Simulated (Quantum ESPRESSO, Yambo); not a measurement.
# Quasiparticle gap of WS2 (Tungstenite) in Yambo, part 3 of 3

How does a plane-wave GW calculation on WS2 (Tungstenite) run from the first input to the gap?

Quantum ESPRESSO 7.5 and Yambo 5.3.0; PBE and many-body steps on it, plane waves. Known limits of the many-body steps: not at the basis limit; no spin-orbit coupling.

So far. Step 3 (Bands along the symmetry lines): The gap is 1.050 eV, as in the run before at this level. Step 4 (Empty states on the mesh, 6×6×2 mesh, 101 bands): On this mesh the gap is 1.050 eV.

The database entry behind the starting cell differs from later determinations by our own check (an axis about 1.4 % long against later determinations), so it need not match the best structure at ambient conditions.

## Step 6: Screening and self-energy, 6×6×2 mesh, 101 bands, screening to 74.8 eV

G0W0 replaces the xc potential by the self-energy, built once from these orbitals. Only a window of levels is corrected, while the sums run over the empty bands that the input names.

This step: G0W0 on PBE, plane waves, norm-conserving pseudopotentials.

File gw1.in:

```
HF_and_locXC
gw0
dyson
ppa
em1d
rim_cut
RandQpts= 1000000
RandGvec= 1 RL
EXXRLvcs= 62 Ry
VXCRLvcs= 248 Ry
Chimod= "HARTREE"
% BndsRnXp
 1 | 101 |
%
NGsBlkXp= 5.5 Ry
% LongDrXp
 1 | 1 | 1 |
%
% GbndRnge
 1 | 101 |
%
DysSolver= "n"
ExtendOut
PPAPntXp= 27.21138 eV
% QPkrange
 1 | 1 | 25 | 28 |
 9 | 9 | 25 | 28 |
 13 | 13 | 25 | 28 |
%
```

Launch:

```
> OMP_NUM_THREADS=2 mpirun -n 4 yambo -F gw1.in -J gw1 -C gw1 > gw1.log
```

What it wrote:

```text
 Yambo, version 5.3.0

 [02] CORE Variables Setup
 =========================

  [... cell, symmetries and grids as in the set-up ...]

  [02.05] Energies & Occupations
  ==============================

  [X] === General ===
  [X] Electronic Temperature                        :  0.000000  0.000000 [eV K]
  [X] Bosonic    Temperature                        :  0.000000  0.000000 [eV K]
  [X] Finite Temperature mode                       : no
  [X] El. density                                   :  0.47502E+24 [cm-3]
  [X] Fermi Level                                   :  11.26270 [eV]

  [X] === Gaps and Widths ===
  [X] Conduction Band Min                           :  1.049877 [eV]
  [X] Valence Band Max                              :  0.000000 [eV]
  [X] Filled Bands                                  :  26
  [X] Empty Bands                                   :   27  101
  [X] Direct Gap                                    :  1.736840 [eV]
  [X] Direct Gap localized at k                     :  13
  [X] Indirect Gap                                  :  1.049877 [eV]
  [X] Indirect Gap between kpts                     :   1   9
  [X] Last valence band width                       :  1.801629 [eV]
  [X] 1st conduction band width                     :  1.195478 [eV]

 [03] Transferred momenta grid and indexing
 ==========================================

 IBZ Q-points                                      :  14
 BZ  Q-points                                      :   72

 K/Q-points units:
 rlu = crystal or reduced units; cc = cartesian coordinates; iku = interal k-units

 Q [ 1]         [rlu]:  0.000000  0.000000  0.000000
 Q [ 2]         [rlu]:  0.000000  0.000000 -0.500000
 Q [ 3]         [rlu]:  0.46464E-18  0.16667       0.0000
 Q [ 4]         [rlu]:  0.46464E-18  0.16667     -0.50000
 Q [ 5]         [rlu]:  0.92928E-18  0.33333       0.0000
 Q [ 6]         [rlu]:  0.92928E-18  0.33333     -0.50000
 Q [ 7]         [rlu]: -0.13939E-17 -0.50000       0.0000
 Q [ 8]         [rlu]: -0.13939E-17 -0.50000     -0.50000
 Q [ 9]         [rlu]:  0.166667  0.166667  0.000000
 Q [10]         [rlu]:  0.166667  0.166667 -0.500000
 Q [11]         [rlu]:  0.166667  0.333333  0.000000
 Q [12]         [rlu]:  0.166667  0.333333 -0.500000
 Q [13]         [rlu]:  0.333333  0.333333  0.000000
 Q [14]         [rlu]:  0.333333  0.333333 -0.500000

 [04] Coloumb potential Random Integration (RIM)
 ===============================================

  [04.01] RIM initialization
  ==========================

  * Diagonal components only detected *

  8 x (sBL volume)        :  0.037308 [a.u.]
  sBZ random points       :  1000000
  Points outside the sBZ  :   7980387
  RL volume               :  0.335775 [a.u.]
  Integrated volume       :  0.336600 [a.u.]

  [04.02] RIM integrals
  =====================

  Gamma point sphere radius             :  0.060611 [a.u.]
  Points outside the sphere             :   800002
  [Int_sBZ(q=0) 1/q^2]*(Vol_sBZ)^(-1/3) =:  7.613204
                                 should be <:  7.795600

  Summary of Coulomb integrals for non-metallic bands |Q|[au] RIM/Bare

  Q [1] 0.100000E-4 0.976603 * Q [2] 0.132997 0.905561
  Q [3] 0.201220 1.109571 * Q [4] 0.241201 1.052509
  Q [9] 0.348524 1.037358 * Q [10] 0.373038 1.028336
  Q [5] 0.402441 1.028259 * Q [6] 0.423848 1.023014
  Q [11] 0.532379 1.017062 * Q [12] 0.548740 1.015248
  Q [7] 0.603661 1.014168 * Q [8] 0.618138 1.013046
  Q [13] 0.697048 1.010911 * Q [14] 0.709622 1.010288

 [05] Dipoles
 ============

  [05.01] Setup: observables and procedures
  =========================================

  [WARNING] [x,Vnl] slows the Dipoles computation. To neglect it rename the ns.kb_pp file

 [06] Dynamic Dielectric Matrix (PPA)
 ====================================

 [WR./gw1//ndb.pp]---------------------------------------------------------------
  Brillouin Zone Q/K grids (IBZ/BZ)                :   14   72   14   72
  RL vectors                                       :   7847 [WF]
  Coulomb cutoff potential                         : none
  Electronic Temperature                           :  0.000000 [K]
  Bosonic    Temperature                           :  0.000000 [K]
  PPA    diel. fun.  energies                      : Perdew, Burke & Ernzerhof(X)+Perdew, Burke & Ernzerhof(C)
  wavefunctions                                    : Perdew, Burke & Ernzerhof(X)+Perdew, Burke & Ernzerhof(C)
  Global Gauge                                     : length
  X matrix size                                    :  205
  X band range                                     :    1  101
  X e/h energy range                               : -1.000000 -1.000000 [eV]
  X Time ordering                                  : R
  X Hxc Kernel                                     : HARTREE
  X Drude frequency                                :  0.000000  0.000000
  X poles                                          :  100.0000 [o/o]
  RL vectors in the sum                            :   7847
  [r,Vnl] included                                 : yes
  Field direction                                  :  0.577350E-5  0.577350E-5  0.577350E-5
  BZ energy Double Grid                            : no
  BZ energy DbGd points                            : 0
  BZ Q point size factor                           : -1.000000
  X Optical Averaged directions                    : none

 [07] Local Exchange-Correlation + Non-Local Fock
 ================================================

 [VXC] Plane waves :   48563
 [EXS] Plane waves :   6149

 QP @ state[ 1 ] K range:  1  1
 QP @ state[ 1 ] b range:  25  28
 QP @ state[ 2 ] K range:   9   9
 QP @ state[ 2 ] b range:  25  28
 QP @ state[ 3 ] K range:  13  13
 QP @ state[ 3 ] b range:  25  28

 [xc] Functional : Perdew, Burke & Ernzerhof(X)+Perdew, Burke & Ernzerhof(C)
 [xc] LIBXC used to calculate xc functional
  PP Number of Atomic Species                      :  2
  NLCC RL compoments                               :   48563
  PP Number of Atomic Species                      :  2
  NLCC RL compoments                               :   48563

 [xc] E_xc :  -24.43744 [Ha]
      E_xc :  -48.87488 [Ry]

  Local XC kind (lXC) : Perdew, Burke & Ernzerhof(X)+Perdew, Burke & Ernzerhof(C)
  Non-Local XC kind (nlXC) : Hartree-Fock

  Corrections @ K [1] :  [eV]
 <25|nlXC|25> = -15.33261  0.15102E-16 <25|lXC|25> = -14.41251  0.000000
 <26|nlXC|26> = -15.93882  0.80121E-17 <26|lXC|26> = -15.55930  0.000000
 <27|nlXC|27> = -10.54540  0.38900E-18 <27|lXC|27> = -15.18468  0.000000
 <28|nlXC|28> = -10.54554 -0.15687E-17 <28|lXC|28> = -15.18468  0.000000

  Corrections @ K [9] :  [eV]
 <25|nlXC|25> = -16.37886  0.26128E-17 <25|lXC|25> = -15.15065  0.000000
 <26|nlXC|26> = -16.39441 -0.53914E-17 <26|lXC|26> = -15.22164  0.000000
 <27|nlXC|27> = -10.11149 -0.12423E-18 <27|lXC|27> = -14.15246  0.000000
 <28|nlXC|28> = -10.81416  0.62197E-18 <28|lXC|28> = -15.38640 -0.18882E-15

  Corrections @ K [13] :  [eV]
 <25|nlXC|25> = -15.50986 -0.66763E-17 <25|lXC|25> = -15.03809 -0.94408E-16
 <26|nlXC|26> = -15.79151 -0.20060E-17 <26|lXC|26> = -15.41418  0.47204E-16
 <27|nlXC|27> = -11.99647 -0.75861E-18 <27|lXC|27> = -16.30527  0.000000
 <28|nlXC|28> = -11.99647  0.45701E-18 <28|lXC|28> = -16.30527  0.000000

 [08] Dyson equation: Newton solver
 ==================================

  [08.01] G0W0 (W PPA)
  ====================

  [  GW  ] Bands range     :    1  101
  [GW/PPA] G damping       :  0.100000 [eV]

  QP @ state[ 1 ] K range:  1  1
  QP @ state[ 1 ] b range:  25  28
  QP @ state[ 2 ] K range:   9   9
  QP @ state[ 2 ] b range:  25  28
  QP @ state[ 3 ] K range:  13  13
  QP @ state[ 3 ] b range:  25  28

   Sc/G bands                                       :    1  101
   Sc/G damping                                     :  0.100000 ev
   Sc bands terminator                              : no
   Sx RL components                                 :   6149

   QP @ state[ 1 ] K range                          :  1  1
   QP @ state[ 1 ] b range                          :  25  28
   QP @ state[ 2 ] K range                          :   9   9
   QP @ state[ 2 ] b range                          :  25  28
   QP @ state[ 3 ] K range                          :  13  13
   QP @ state[ 3 ] b range                          :  25  28
   GF energies kind                                 : Perdew, Burke & Ernzerhof(X)+Perdew, Burke & Ernzerhof(C)
   GF WF`s kind                                     : Perdew, Burke & Ernzerhof(X)+Perdew, Burke & Ernzerhof(C)
   Xs energies kind                                 : Perdew, Burke & Ernzerhof(X)+Perdew, Burke & Ernzerhof(C)
   Xs WF`s kind                                     : Perdew, Burke & Ernzerhof(X)+Perdew, Burke & Ernzerhof(C)

 [11] Game Over & Game summary
```

Run time: 3.8 min. Hardware: 4 MPI ranks of AMD EPYC 7R43, shared host; peak memory 3.2 GiB.

This step gave:

| Item | Value |
| --- | --- |
| G0W0 gap on the points computed | 1.398 eV |
| starting gap on the mesh | 1.050 eV |
| k of the valence top | 0, 0, 0 |
| k of the conduction bottom | 0.1667, 0.1667, 0 |
| least direct G0W0 gap on the computed points | 2.398 eV |
| Z at the valence top | 0.7954 |
| Z at the conduction bottom | 0.8031 |

The gap on the mesh goes from 1.05 eV to 1.40 eV, a correction of +0.35 eV.

Limits: finite bands, cutoff and mesh; no spin-orbit coupling. v1 is the top filled band, c1 the lowest empty one. Levels before and after the correction, in eV, zero at the valence-band top of each column:

|  | conduction bottom | valence top |
| --- | --- | --- |
| Kohn-Sham | 1.05 | 0.00 |
| G0W0 | 1.40 | 0.00 |

|  | level | energy (eV) |
| --- | --- | --- |
| Kohn-Sham | Γ v2 | -1.087 |
| Kohn-Sham | Γ v1 | 0.000 |
| Kohn-Sham | Γ c1-c2 | 2.245 |
| Kohn-Sham | (0.167 0.167 0) v2 | -1.522 |
| Kohn-Sham | (0.167 0.167 0) v1 | -1.486 |
| Kohn-Sham | (0.167 0.167 0) c1 | 1.050 |
| Kohn-Sham | (0.167 0.167 0) c2 | 1.791 |
| G0W0 | Γ v2 | -1.242 |
| G0W0 | Γ v1 | 0.000 |
| G0W0 | Γ c1-c2 | 2.776 |
| G0W0 | (0.167 0.167 0) v2 | -1.623 |
| G0W0 | (0.167 0.167 0) v1 | -1.563 |
| G0W0 | (0.167 0.167 0) c1 | 1.398 |
| G0W0 | (0.167 0.167 0) c2 | 2.335 |

## Step 7: Where the time went

Times are wall times on the hardware named with each run, good to a factor of about two.

| step | time | share | memory (GiB) |
| --- | --- | --- | --- |
| ground state | 20 s | 7 % | 0.8 |
| bands along the symmetry lines | 24 s | 8 % | 0.72 |
| empty states on the mesh | 16 s | 6 % | 0.7 |
| conversion and set-up | 3.8 s | 1 % | 0.24 |
| screening and self-energy | 3.8 min | 78 % | 3.2 |

## Step 8: Results

```
PBE gap              : 1.05 eV, indirect
G0W0 gap on the mesh : 1.40 eV
GW settings          : 6×6×2 mesh, 101 bands, screening to 74.8 eV, Godby-Needs plasmon pole
known limits         : not at the basis limit; no spin-orbit coupling
```

G0W0 moves the gap on the mesh from 1.05 eV to 1.40 eV (+0.35 eV), with Z of 0.80 and 0.80 at the edges. Only 3 of the mesh's irreducible points were corrected, so a valley elsewhere could overtake. The dearest step here is «screening and self-energy». Bands and cutoff are finite, so the gap is not at the basis limit. The miss can reach some tenths of an eV and take either sign; the mesh is an error of its own. In the G0W0 run levels were corrected at 3 k points alone, so a gap called «on the mesh» is the least over those, and an edge elsewhere would be missed. The many-body steps are scalar-relativistic: spin-orbit coupling is not in them.

[Paths, hosts, dates, memory and timing lines, banners, echoed tables and standing remarks are left out of the program output.]

[Logs are printed without paths, hosts, clocks, repeated set-up lines and the standing remarks that a program may print on its own settings, such as how far it seeks lower states.]

[Runs of the session that timed out or met a known fault of the program may be left out.]

[Hosts, paths, dates, database ids (printed as entryN), source tags and the programs' standing remarks are cut or masked in the printed files.]
